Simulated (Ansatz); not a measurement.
## Formation energy and levels of the substitutional impurity W_Si in SiC (P6_3mc)

Wanted: the transition levels of a substitutional impurity in SiC (P6_3mc), from a cell of 108 host atoms with 1 Si taken out and 1 W put in.

Main program and level: Ansatz 0.2.0; place-levels on r2SCAN runs: charge-transition levels and formation energies with image-charge correction and potential alignment at the atomic sites; PAW set soft_1.

The experiments to compare with:

For SiC, 6H (bulk crystal, literature), “Charge spill-out and work function of few-layer graphene on SiC(0001)” (2018, arxiv:1806.04908) quotes earlier work: band gap (indirect gap, experimental literature value) 3.03 eV [Literature value cited in passing in the theory part; temperature and measurement method …].

### Step 1. Set-up

The cell holds 108 atoms: 53 Si, 54 C and 1 W. Cell: a = 9.236 Å, b = 9.236 Å, c = 15.108 Å, α = 90.0°, β = 90.0°, γ = 120.0°. It derives from SiC (space group P6_3mc). Nearest the centre at fractional (0.667, 0.667, 0.500): W101 at 0.00 Å, C71 at 1.89 Å, C107 at 1.89 Å, C59 at 1.89 Å, C104 at 1.89 Å, Si77 at 3.08 Å, Si53 at 3.08 Å, Si5 at 3.08 Å.

The host's dielectric constants go in as inputs: (7.09, 7.09, 7.35) for the electrons alone, (10.43, 10.43, 10.95) with the ions, computed on the host (DFPT, PBEsol, on the r2SCAN cell), and a cell off the functional's own equilibrium shifts the ionic part.

The cell's shortest repeat is 9.2 Å.

### Step 2. Charge states

A transition level is the Fermi level at which two charge states cost the same, so each charge needs its own total energy, at its own relaxed structure.

Random displacements of about 0.05 Å break the site symmetry at the start, so that the relaxation can reach a distorted minimum if there is one. Forces are taken at one point at (¼, ¼, ¼). The cell holds 1 electron more than the neutral one, with a uniform background that keeps it neutral on the whole. The electron count is odd, so at least one spin is unpaired; this run locks the moment at 1 μB.

The sampling was tested on the host first: at the k-points planned (1x1x1 shifted 0.25 0.25 0.25) its energy lies -0.041 eV an atom from the dense-mesh value, a large miss, so this sampling is coarse for the host.

One of the inputs; charge, spin and start change from state to state.

Contents of qm1_M1.relax/input.yaml:

```yaml
crystal:
  lattice:
    - [3.07866498, 0.0, 0.0]
    - [-1.53933249, 2.66620208, 0.0]
    - [0.0, 0.0, 15.1078644]
  atoms:
    - { symbol: Si, position: [0.33333333, 0.66666667, 0.8329854] }
    - { symbol: Si, position: [0.66666667, 0.33333333, 0.3329854] }
    - { symbol: Si, position: [0.66666667, 0.33333333, 0.66650102] }
    - { symbol: Si, position: [0.33333333, 0.66666667, 0.16650102] }
    - { symbol: Si, position: [0.0, 0.0, 0.49972248] }
    - { symbol: Si, position: [0.0, 0.0, 0.99972248] }
    - { symbol: C, position: [0.0, 0.0, 0.87436694] }
    - { symbol: C, position: [0.0, 0.0, 0.37436694] }
    - { symbol: C, position: [0.33333333, 0.66666667, 0.70799668] }
    - { symbol: C, position: [0.66666667, 0.33333333, 0.20799668] }
    - { symbol: C, position: [0.66666667, 0.33333333, 0.54152848] }
    - { symbol: C, position: [0.33333333, 0.66666667, 0.04152848] }
  supercell: [3, 3, 1]
  defects: [{ substitution: { at: 100, symbol: W } }]
total_charge: -1
basis:
  ecutwfc: 500
  xc_grid: 2
hamiltonian:
  xc: r2scan
  pseudopotentials: { kind: paw, azcp: { folder: soft_1 } }
kpoints:
  mp_grid: { grid: [1, 1, 1], shift: [0.25, 0.25, 0.25] }
magnetization:
  spin_polarized: true
  initial_magnetization: 1
  spin_locking: { lock_magnetization: hard }
scf:
  occupations: { method: fixed }
  max_iter: 60
output:
  forces: true
  charged_corrections:
    epsilon: [7.09, 7.09, 7.35]
    static_epsilon: [10.43, 10.43, 10.95]
relax:
  f_tol: 0.02
  max_steps: 80
  random_displacement: { amplitude: 0.05, seed: 4449 }
checkpoint:
  write: "../qm1_M1.relax.run"
  compress: false
  write_wavefunctions: true
  write_every: 100000
```

Launch:

```sh
$ ansatz run input.yaml --threads 4 --pin off --max-ram 15073MiB --backend cpu --events-out ev --progress --plain --runs-dir out
```

Defect states can disperse in a cell of this size, so the energy is taken again at a 2×2×2 shifted mesh, on the relaxed structure.

The run of this state that the levels use, under r2SCAN:

Contents of qm1_M1.point/input.yaml:

```yaml
crystal:
  checkpoint: "../qm1_M1.relax.run"
  host: checkpoint
total_charge: -1
basis:
  ecutwfc: 500
  xc_grid: 2
hamiltonian:
  xc: r2scan
  pseudopotentials: { kind: paw, azcp: { folder: soft_1 } }
kpoints:
  mp_grid: { grid: [2, 2, 2], shift: [0.5, 0.5, 0.5] }
magnetization:
  spin_polarized: true
  initial_magnetization: 1
  spin_locking: { lock_magnetization: hard }
scf:
  occupations: { method: fermi_dirac, width: 0.01 }
  max_iter: 60
output:
  forces: true
  eigenvalues: true
  charged_corrections:
    epsilon: [7.09, 7.09, 7.35]
    static_epsilon: [10.43, 10.43, 10.95]
    defect_position: [0.666667, 0.666667, 0.499722]
  eigenstates: { localisation: true }
  populations: true
  efg: {}
checkpoint:
  read: "../qm1_M1.relax.run"
  write: "../qm1_M1.point.run"
  compress: false
  write_wavefunctions: false
  write_every: 100000
```

Relaxations under r2SCAN at one point at (¼, ¼, ¼); times on 4 threads of Arm Neoverse V1, shared host:

```
charge  moment (μB)  occupations    outcome  steps  largest displacement against the far atoms (Å)     time
    −1            1        fixed  converged      7                                            0.16  8.7 min
     0            0        fixed  converged     13                                            0.20  7.5 min
     0            2        fixed  converged      5                                            0.17    7 min
    +1            1        fixed  converged      6                                            0.12  9.6 min
```

Single points under r2SCAN at a 2×2×2 shifted mesh; times on 4 threads of Arm Neoverse V1, shared host:

```
charge  moment (μB)  occupations    outcome     time
    −1            1  fermi-dirac  converged  8.6 min
     0            0  fermi-dirac  converged  4.2 min
     0            2  fermi-dirac  converged  8.5 min
    +1            1  fermi-dirac  converged   12 min
```

Distances (Å) from W101 to the nearest atoms after relaxation with r2SCAN:

```
charge  moment (μB)      1.      2.      3.      4.       5.       6.
    −1            1  C 2.02  C 2.03  C 2.03  C 2.05  Si 3.09  Si 3.09
     0            0  C 1.99  C 2.01  C 2.01  C 2.02  Si 3.03  Si 3.03
     0            2  C 2.02  C 2.02  C 2.02  C 2.03  Si 3.10  Si 3.10
    +1            1  C 1.98  C 1.99  C 1.99  C 1.99  Si 3.10  Si 3.10
```

### Step 3. place-levels, r2SCAN

A charged cell interacts with its images and the background, and its potential has another zero than the host's. place-levels removes the first by a point-charge model, screened by the static dielectric constant since the ions have relaxed around the charge, and the second by comparing potentials at atoms far from the defect.

The host is a run of the defect-free crystal in the same cutoffs, grids and k-points, so that basis and sampling errors cancel in part in the differences. The host is run in a cell of 12 atoms on a matching mesh. Its band edges are searched through the zone by a band path, so the gap is smaller than, or equal to, that on the mesh. Chemical potentials are energies per atom of Si (diamond) and W (bcc), run with the same functional and cutoff.

Contents of levels.point.yaml:

```yaml
host:
  run: host.point.run
states: [qm1_M1.point.run, q0.point.run, q0_M2.point.run, qp1_M1.point.run]
geometry_from:
  qm1_M1.point.run: qm1_M1.relax.run
  q0.point.run: q0.relax.run
  q0_M2.point.run: q0_M2.relax.run
  qp1_M1.point.run: qp1_M1.relax.run
  host.point.run: host.relax.run
chemical_potentials:
  Si:
    energy: -639.06578
    dataset: <sha256 of the dataset>
  W:
    energy: -10398.256653
    dataset: <sha256 of the dataset>
epsilon: [7.09, 7.09, 7.35]
static_epsilon: [10.43, 10.43, 10.95]
vertical:
  - { from: qm1_M1.point.run, to: qm1_M1.point_neutral.run }
  - { from: qp1_M1.point.run, to: qp1_M1.point_neutral.run }
```

Launch:

```sh
$ ansatz place-levels levels.point.yaml -- --threads 4 --pin off --max-ram 15073MiB
```

Numbers of over 12 decimals in the logs are rounded to 6 here.

Output:

```text
[... repeated set-up lines and file paths are left out, and long positions are rounded to six places ...]
(+1/0) 1.318 eV above the valence edge, 1.051 eV under the conduction edge
(0/-1) 2.423 eV above the valence edge (+2.612 eV without the band-filling correction), in the conduction band
formation energy of charge +1: +3.299 eV with the Fermi level at the valence edge
formation energy of charge 0: +4.617 eV with the Fermi level at the valence edge
formation energy of charge -1: +7.040 eV with the Fermi level at the valence edge
vertical -1 to 0: no energy, since no alignment is typed
  the change from vertical[0].from (qm1_M1.point.run) to vertical[0].to (qm1_M1.point_neutral.run): by its potential at epsilon [7.09, 7.09, 7.35] it stands at 0.624 0.708 0.570, with an rms radius of about 3.8 Å (1.9 1.9 2.6 Å across the planes of the cell's [...]
vertical +1 to 0: no energy, since no alignment is typed
  the change from vertical[1].from (qp1_M1.point.run) to vertical[1].to (qp1_M1.point_neutral.run): by its spins about the atoms it stands at 0.660 0.674 0.497, with an rms radius of about 2.1 Å (1.2 1.2 1.4 Å across the planes of the cell's vectors); [...]
  edges by r2scan, gap 2.368 eV; the host is sampled to repeats of 18.47 Å
  the defect's cells are sampled to repeats of 18.47 Å, like sampling
  charge +1: -57897.2585 eV with its correction of +0.348 eV, at epsilon [10.43, 10.43, 10.95], aligned at sites: +0.1817 eV, mean over 73 atomic sites at or beyond 4.62 Å from the host's site at [0.6663, 0.6671, 0.4997] by the defect at [0.6667, 0.6667, [...]
  charge 0: +0.000 eV for its dipole among its images, +0.000 omitted
  charge -1: -57874.4600 eV with its correction of -0.073 eV, at epsilon [10.43, 10.43, 10.95], aligned at sites: +0.2392 eV, mean over 73 atomic sites at or beyond 4.62 Å from the host's site at [0.6663, 0.6671, 0.4997] by the defect at [0.6667, 0.6667, [...]
  states[0] (qm1_M1.point.run): levels filled in part (TS 0.001 eV): its energy is of no whole electron's
  charge 0: states[1] (q0.point.run) stands 0.661 eV higher, with a moment of 0.00 μB against 2.00
  states[1] (q0.point.run): levels filled in part (TS 0.008 eV): its energy is of no whole electron's
  of states[3] (qp1_M1.point.run): stability_check_not_made
  of states[2] (q0_M2.point.run): stability_check_not_made
  of states[0] (qm1_M1.point.run): it parts from the run at its places by a charge that spreads by about 1.9 Å along one vector (1.4 Å or more is wide), by its potential at epsilon [7.09, 7.09, 7.35], taken for that of held ions (one typed too small widens [...]
  of states[1] (q0.point.run): its sublattices stand up to 0.0150 Å off the host's, which by the two runs' forces adds about +0.01 eV to its energy against the host's, and moves the band edges: relax the crystal first, and build the cells on it
  vertical[0].from (qm1_M1.point.run): levels filled in part (TS 0.001 eV): its energy is of no whole electron's
  of vertical[0].from (qm1_M1.point.run): its moments are held at its close (magnetization.spin_locking), by a field of 0.025 eV a Bohr magneton, and its energy and levels are of the state that this holds: a run that lets them go can end lower; [...]
  vertical[0].to (qm1_M1.point_neutral.run): levels filled in part (TS 0.012 eV): its energy is of no whole electron's
  of vertical[1].from (qp1_M1.point.run): stability_check_not_made
  vertical[1].to (qp1_M1.point_neutral.run): levels filled in part (TS 0.009 eV): its energy is of no whole electron's
```

It took 0.59 s on 4 threads of Arm Neoverse V1, shared host.

Levels between the charges placed, in eV above the valence top:

```
        gap (eV)  (+1/0)  (0/−1)
r2SCAN      2.37    1.32    2.42
```

Corrections by state:

```
charge  moment (μB)  image terms and alignment (eV)  band filling (eV)                                  ε used  over the lowest of its charge, as the program ranks them, band filling apart (eV)
    +1          1.0                           0.348                  -  principal values (10.43, 10.43, 10.95)                                                                              0.000
     0          2.0                           0.000                  -                                       -                                                                              0.000
    −1          1.0                          -0.073             -0.189  principal values (10.43, 10.43, 10.95)                                                                              0.000
     0          0.0                           0.000                  -                                       -                                                                              0.661
```

The charged structures listed were also run neutral, and place-levels reads from each pair, by the potential or the spins, how wide the charge is by which they differ; that can be the carrier of either run.

```
charge  rms radius (Å)  spread where it is widest against the cell (Å)  wide from (Å)  reading
    +1             2.1                                            1.16           1.39   narrow
    −1             3.8                                            1.93           1.39     wide
```

The neutral runs of these pairs need not share the spin of the lowest neutral state, and very wide values only mean spread over the cell.

From the program's caveats on the states, each cut to its opening words:

- charge +1 (1 μB), 0 (2 μB), −1 (1 μB): flagged: stability check not made
- charge −1 (1 μB): it parts from the run at its places by a charge that spreads by about 1.9 Å along one vector (1.4 Å or more is wide), by its potential at epsilon [7.09, 7.09, [...]
- charge −1 (1 μB): a band-filling correction moves a carrier to the host's band edge, which changes its energy by -0.189 eV
- charge −1 (1 μB): the host's ions (past the first shell or, of a walk that freed a part, those that it held) aren't shown at rest: they stand up to 0.033 Å off their sites, 1.09 [...]
- charge −1 (1 μB): its moments are held at its close (magnetization.spin_locking), by a field of 0.025 eV a Bohr magneton, and its energy and levels are of the state that this [...]
- charge 0: its sublattices stand up to 0.0150 Å off the host's, which by the two runs' forces adds about +0.01 eV to its energy against the host's, and moves the band [...]

Chemical potentials of the elements' reference phases, run alike. Formation energies (elemental references), with the Fermi level at the valence top and at the conduction bottom (gap 2.37 eV):

```
charge  at valence top (eV)  at conduction bottom (eV)  correction included (eV)
    +1                 3.30                       5.67                      0.35
     0                 4.62                       4.62                      0.00
    −1                 7.04                       4.67                     -0.26
```

(Fermi level (eV), lowest formation energy (eV)): (0.00, 3.30), (0.22, 3.51), (0.43, 3.73), (0.65, 3.94), (0.86, 4.16), (1.08, 4.37), (1.29, 4.59), (1.51, 4.62), (1.72, 4.62), (1.94, 4.62), (2.15, 4.62), (2.37, 4.62)

### Step 4. The same at the relaxations' own k-points

The relaxations' own energies give the levels at their sampling, for comparison.

Contents of levels.relax_mesh.yaml:

```yaml
host:
  run: host.relax.run
states: [qm1_M1.relax.run, q0.relax.run, q0_M2.relax.run, qp1_M1.relax.run]
chemical_potentials:
  Si:
    energy: -639.06578
    dataset: <sha256 of the dataset>
  W:
    energy: -10398.256653
    dataset: <sha256 of the dataset>
```

Launch:

```sh
$ ansatz place-levels levels.relax_mesh.yaml -- --threads 4 --pin off --max-ram 15073MiB
```

Output:

```text
(+1/0) 1.476 eV above the valence edge, 0.902 eV under the conduction edge
[...]
formation energy of charge +1: +3.570 eV with the Fermi level at the valence edge
formation energy of charge 0: +5.046 eV with the Fermi level at the valence edge
formation energy of charge -1: +7.478 eV with the Fermi level at the valence edge
  edges by r2scan, gap 2.378 eV; the host is sampled to repeats of 16.00 Å
[... the lines on each state left out ...]
```

The job ended after 0.2 s (4 threads).

Levels between neighbouring charges, in eV above the valence top:

```
                        gap (eV)  (+1/0)  (0/−1)
one point at (¼, ¼, ¼)      2.38    1.48    2.43
  a 2×2×2 shifted mesh      2.37    1.32    2.42
```

Going from one point at (¼, ¼, ¼) to a 2×2×2 shifted mesh moves the levels that carry no band-filling term by up to 0.16 eV and formation energies against the elements by up to 0.44 eV; band-filling terms, which differ between samplings, are in these energies.

### Step 5. What came out

| Item | Value |
| --- | --- |
| gap of the host | 2.37 eV (r2SCAN) |
| level (plus 1/0) | 1.32 eV above the valence top |
| level (0/minus 1) | 2.42 eV above the valence top, past the conduction bottom (2.61 eV above the valence top without the band-filling term) |
| lowest of the charges placed, just above the valence top (0.02 eV) | +1 |
| lowest of the charges placed, just below the conduction bottom (0.02 eV) | 0 |
| lowest formation energy at mid-gap of the charges run, elemental references | 4.48 eV |

Of the charges placed (−1, 0 and +1), the lowest changes at 1.32 eV (+1/0) above the valence top, in a gap of 2.37 eV. Charges above +1 were not placed, so these runs say nothing of levels that involve them. States placed: +1 at 1 μB; 0 at 2 μB and 0 μB; −1 at 1 μB. Other spin states or structures, where not listed, weren't placed. The program finds carriers beyond a band edge of the host and adds a band-filling term at charge −1 (-0.19 eV); steps to such a charge show no bound level, and a defect level inside a band would be read the same way. W is taken at its element; compounds, which aren't counted here, bound the chemical potentials and would shift these formation energies. Going from one point at (¼, ¼, ¼) to a 2×2×2 shifted mesh moves the levels that carry no band-filling term by up to 0.16 eV and formation energies against the elements by up to 0.44 eV; band-filling terms, which differ between samplings, are in these energies. Limits: r2SCAN makes the gap too small and tends to spread out bound carriers; spin–orbit coupling, which can matter with heavy atoms, is left out; force components of up to 0.73 eV/Å remain in a run at the final settings.

Computed beside measured:

| quantity | measured | r2SCAN |
| --- | --- | --- |
| band gap (least gap of the host) (eV) | 3.03 | 2.37 (-0.66 eV) |

Measured values from arxiv:1806.04908 (2018).

**Verdict.** The band gap is off by -0.66 eV: a clear miss. Local and semilocal functionals usually give gaps below the measured ones. Zero-point and thermal motion shift the measured gap.

[Logs are printed without paths, hosts, clocks, repeated set-up lines and the standing remarks that a program may print on its own settings, such as how far it seeks lower states.]

[Hosts, paths, dates, database ids (printed as entryN), source tags and the programs' standing remarks are cut or masked in the printed files.]

[Where a table of states has a column of steps, it counts the stored structures, which are thinned; the runs took as many ionic steps or more.]

[A defect's name tells the site on which it was built; relaxed atoms can leave that site.]

[For some hosts the program warned that the k-mesh of the response run may be too coarse for force constants and the static dielectric constant; such warnings are not shown here.]
